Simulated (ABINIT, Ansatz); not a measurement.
# Quasiparticle gap of BaSrSn2O6 (P4/mmm) in ABINIT, part 3 of 3

Wanted: ground state, empty states, screening and self-energy for BaSrSn2O6 (P4/mmm).

ABINIT 10.8.3; LDA and many-body steps on it, plane waves. Known limits of the many-body steps: not at the basis limit; no spin-orbit coupling; coarse k mesh.

So far. Step 4 (Empty states on the mesh, 2×2×1 mesh, 129 bands): On this mesh the gap is 0.507 eV. Step 5 (Screening, 2×2×1 mesh, 119 bands, screening to 98 eV): Local fields lower ε∞ by 7 %. On a Γ-centred mesh this coarse the value itself is usually too large, while a short band sum pulls it down.

## 6. Self-energy, 2×2×1 mesh, 119 bands, screening to 98 eV

The self-energy is evaluated for the states that the input lists, and the levels follow from it, in one-shot runs by the linearised quasiparticle equation.

This step: G0W0 on LDA, plane waves, norm-conserving pseudopotentials.

run.abi reads:

```
acell 3*1.0 Angstrom
rprim 
  4.146422000000 0.000000000000 0.000000000000
  0.000000000000 4.146422000000 0.000000000000
  0.000000000000 0.000000000000 8.294893000000
ntypat 4
znucl 56 38 50 8
natom 10
typat 1 2 3 3 4 4 4 4 4 4
xred 
  0.500000000000 0.500000000000 0.000000000000
  0.500000000000 0.500000000000 0.500000000000
  0.000000000000 0.000000000000 0.747206000000
  0.000000000000 0.000000000000 0.252794000000
  0.000000000000 0.000000000000 0.000000000000
  0.000000000000 0.000000000000 0.500000000000
  0.000000000000 0.500000000000 0.256664000000
  0.000000000000 0.500000000000 0.743336000000
  0.500000000000 0.000000000000 0.743336000000
  0.500000000000 0.000000000000 0.256664000000
pp_dirpath "pseudos"
pseudos "Ba.upf, Sr.upf, Sn.upf, O.upf"
ecut 42
ngkpt 2 2 1
nshiftk 1
shiftk 0 0 0
kptopt 1
chksymbreak 0
istwfk *1
occopt 1
irdwfk 1
optdriver 4
nband 119
gwcalctyp 0
ecutsigx 42
symsigma 1
nkptgw 2
kptgw 
  0.5000000000 0.5000000000 0.0000000000
  0.0000000000 0.0000000000 0.0000000000
bdgw 
  49 53
  49 52
ecuteps 3.6
irdscr 1
ppmodel 1
indata_prefix "in"
outdata_prefix "out"
tmpdata_prefix "tmp"
```

Command:

```
$ OMP_NUM_THREADS=1 mpirun -n 4 abinit run.abi > log
```

Numbers of over 12 decimals in the logs are rounded to 6 here.

Log:

```text
.Version 10.8.3 of ABINIT. v10.8.2 released Aug 2026.

 Symmetries : space group P4/m m m (#123); Bravais tP (primitive tetrag.)
[... echo of the input left out ...]
== DATASET  1 ==================================================================
-   mpi_nproc: 4, omp_nthreads: 1 (-1 if OMP is not activated)

--- !DatasetInfo
iteration_state: {dtset: 1, }
dimensions: {natom: 10, nkpt: 3, mband: 119, nsppol: 1, nspinor: 1, nspden: 1, mpw: 12558, }
cutoff_energies: {ecut:  42.0, pawecutdg:  -1.0, }
electrons: {nelect:   1.00000000E+02, charge:   0.00000000E+00, occopt:   1.00000000E+00, tsmear:   1.00000000E-02, }

 SIGMA: Calculation of the GW corrections

 Based on a program developped by R.W. Godby, V. Olevano, G. Onida, and L. Reining.
 Incorporated in ABINIT by V. Olevano, G.-M. Rignanese, and M. Torrent.
.Using double precision arithmetic ; gwpc =  8

[... cell and pseudopotentials left out ...]
--------------------------------------------------------------------------------

 ==== K-mesh for the wavefunctions ====
 Number of points in the irreducible wedge :     3
[... list of points left out ...]
 Together with 16 symmetry operations and time-reversal symmetry
 yields     4 points in the full Brillouin Zone.

 ==== Q-mesh for screening function ====
 Number of points in the irreducible wedge :     3
[... list of points left out ...]
 Together with 16 symmetry operations and time-reversal symmetry
 yields     4 points in the full Brillouin Zone.

 vcoul_init : cutoff-mode = AUXILIARY_FUNCTION
 q-points for optical limit:   1
     1)      0.000010    0.000020    0.000030
 setmesh: FFT mesh size selected  =    45x   45x   96
          total number of points  =       194400

 Number of electrons calculated from density =  100.0000; Expected =  100.0000
 average of density, n =  0.103907
 r_s =    1.3195
 omega_plasma =   31.0941 [eV]

 === KS Band Gaps ===
  >>>> For spin  1
   Minimum direct gap =   1.1739 [eV], located at k-point      :   0.0000  0.0000  0.0000
   Fundamental gap    =   0.5069 [eV], Top of valence bands at :   0.5000  0.5000  0.0000
                                       Bottom of conduction at :   0.0000  0.0000  0.0000
 SIGMA fundamental parameters:
 PLASMON POLE MODEL  1
 number of plane-waves for SigmaX                12537
 number of plane-waves for SigmaC and W            321
 number of plane-waves for wavefunctions         12537
 number of bands                                   119
 number of independent spin polarizations            1
 number of spinorial components                      1
 number of k-points in IBZ                           3
 number of q-points in IBZ                           3
 number of symmetry operations                      16
 number of k-points in BZ                            4
 number of q-points in BZ                            4
 number of frequencies for dSigma/dE                 9
 frequency step for dSigma/dE [eV]                0.25
 number of omega for Sigma on real axis              0
 max omega for Sigma on real axis  [eV]           0.00
 zcut for avoiding poles [eV]                     0.10

 EPSILON^-1 parameters (SCR file):
 dimension of the eps^-1 matrix on file            321
 dimension of the eps^-1 matrix used               321
 number of plane-waves for wavefunctions         12537
 number of bands                                   119
 number of q-points in IBZ                           3
 number of frequencies                               2
 number of real frequencies                          1
 number of imag frequencies                          1

 matrix elements of self-energy operator (all in [eV])

 Perturbative Calculation

--- !SelfEnergy_ee
iteration_state: {dtset: 1, }
kpoint     : [   0.500,    0.500,    0.000, ]
spin       : 1
KS_gap     :    5.039
QP_gap     :    6.352
Delta_QP_KS:    1.313
data: !SigmaeeData |
     Band     E0 <VxcDFT>   SigX SigC(E0)      Z dSigC/dE  Sig(E)    E-E0       E
       49   6.197 -19.670 -25.394   5.895   0.759  -0.317 -19.540   0.130   6.327
       50   6.197 -19.670 -25.394   5.895   0.759  -0.317 -19.540   0.130   6.327
       51  11.236 -12.885  -7.392  -3.742   0.824  -0.213 -11.442   1.443  12.679
       52  11.299 -12.538  -7.028  -3.776   0.826  -0.210 -11.104   1.433  12.732
       53  11.299 -12.538  -7.028  -3.776   0.826  -0.210 -11.104   1.433  12.732

--- !SelfEnergy_ee
iteration_state: {dtset: 1, }
kpoint     : [   0.000,    0.000,    0.000, ]
spin       : 1
KS_gap     :    1.174
QP_gap     :    2.717
Delta_QP_KS:    1.543
data: !SigmaeeData |
     Band     E0 <VxcDFT>   SigX SigC(E0)      Z dSigC/dE  Sig(E)    E-E0       E
       49   5.530 -19.260 -24.768   5.670   0.761  -0.314 -19.137   0.123   5.652
       50   5.530 -19.260 -24.768   5.670   0.761  -0.314 -19.137   0.123   5.652
       51   6.704 -17.056 -12.135  -2.878   0.815  -0.226 -15.390   1.666   8.369
       52  10.715 -19.486 -14.199  -2.864   0.793  -0.261 -17.564   1.922  12.636

== END DATASET(S) ==============================================================
================================================================================

 -outvars: echo values of variables after computation  --------
           etotal      0.0000000000E+00
            nband         119
             nkpt           3
          spgroup         123
 [... the other variables as echoed above ...]

 Calculation completed.
```

Run time: 12 s. Hardware: 4 MPI ranks of Intel Xeon Platinum 8488C (Sapphire Rapids), shared host; peak memory 1.3 GiB; 47 s of CPU time.

Numbers from this step:

| Property | Result |
| --- | --- |
| G0W0 gap on the points computed | 2.042 eV |
| starting gap on the mesh | 0.5069 eV |
| k of the valence top | 0.5, 0.5, 0 |
| k of the conduction bottom | 0, 0, 0 |
| Z at the valence top | 0.759 |
| Z at the conduction bottom | 0.815 |
| least direct G0W0 gap on the computed points | 2.717 eV |

The gap on the mesh goes from 0.51 eV to 2.04 eV, a correction of +1.54 eV.

Limits: finite bands, cutoff and mesh; no spin-orbit coupling; coarse k mesh. v1 is the top filled band, c1 the lowest empty one. The levels before and after the correction (eV, zero at the valence-band top of each column):

```csv
,conduction bottom,valence top
Kohn-Sham,0.51,0.00
G0W0,2.04,0.00
```

```csv
,level,energy (eV)
Kohn-Sham,(0.5 0.5 0) v2-v1,0.000
Kohn-Sham,(0.5 0.5 0) c1,5.039
Kohn-Sham,(0.5 0.5 0) c2-c3,5.102
Kohn-Sham,Γ v2-v1,-0.667
Kohn-Sham,Γ c1,0.507
Kohn-Sham,Γ c2,4.518
G0W0,(0.5 0.5 0) v2-v1,0.000
G0W0,(0.5 0.5 0) c1,6.352
G0W0,(0.5 0.5 0) c2-c3,6.405
G0W0,Γ v2-v1,-0.675
G0W0,Γ c1,2.042
G0W0,Γ c2,6.309
```

## 7. Where the time went

Times are wall times on 4 MPI ranks of Intel Xeon Platinum 8488C (Sapphire Rapids), shared host, good to a factor of about two.

```csv
step,time,share,memory (GiB)
ground state,9 min,52 %,0.83
bands along the symmetry lines,5.4 min,31 %,0.84
empty states on the mesh,97 s,9 %,0.5
screening,69 s,7 %,1.7
self-energy,12 s,1 %,1.3
```

## 8. What came out

```json
{
 "LDA gap": "0.51 eV, indirect",
 "G0W0 gap on the mesh": "2.04 eV",
 "GW settings": "2×2×1 mesh, 119 bands, screening to 98 eV, Godby-Needs plasmon pole",
 "known limits": "not at the basis limit; no spin-orbit coupling; coarse k mesh"
}
```

In words: G0W0 moves the gap on the mesh from 0.51 eV to 2.04 eV (+1.54 eV), with Z of 0.76 and 0.81 at the edges. Local fields lower the RPA ε∞ on this mesh from 19.46 to 18.04; a Γ-centred mesh this coarse tends to raise both, most where the direct gap is narrow, while a short band sum lowers them. Only 2 of the mesh's irreducible points were corrected, so a valley elsewhere could overtake. The dearest step here is «ground state». Bands and cutoff are finite, so the gap is not at the basis limit. The miss can reach some tenths of an eV and take either sign; the mesh is an error of its own. In the G0W0 run levels were corrected at 2 k points alone, so a gap called «on the mesh» is the least over those, and an edge elsewhere would be missed. The 2×2×1 mesh is coarse for this cell, which bears on the long-range parts of exchange and screening. The many-body steps are scalar-relativistic: spin-orbit coupling is not in them.

[Paths, hosts, dates, memory and timing lines, banners, echoed tables and standing remarks are left out of the program output.]

[Logs are printed without paths, hosts, clocks, repeated set-up lines and the standing remarks that a program may print on its own settings, such as how far it seeks lower states.]

[Runs of the session that timed out or met a known fault of the program may be left out.]

[Hosts, paths, dates, database ids (printed as entryN), source tags and the programs' standing remarks are cut or masked in the printed files.]

[G0W0 gaps are taken among the corrected bands and points alone; a level outside them can change the order at an edge.]

[Where Ansatz stands beside ABINIT at settings called matched, ABINIT's density can come from a denser mesh and the files from another edition; pairs whose starting gaps differed by over 0.03 eV were left out, so agreement reads better than it is.]
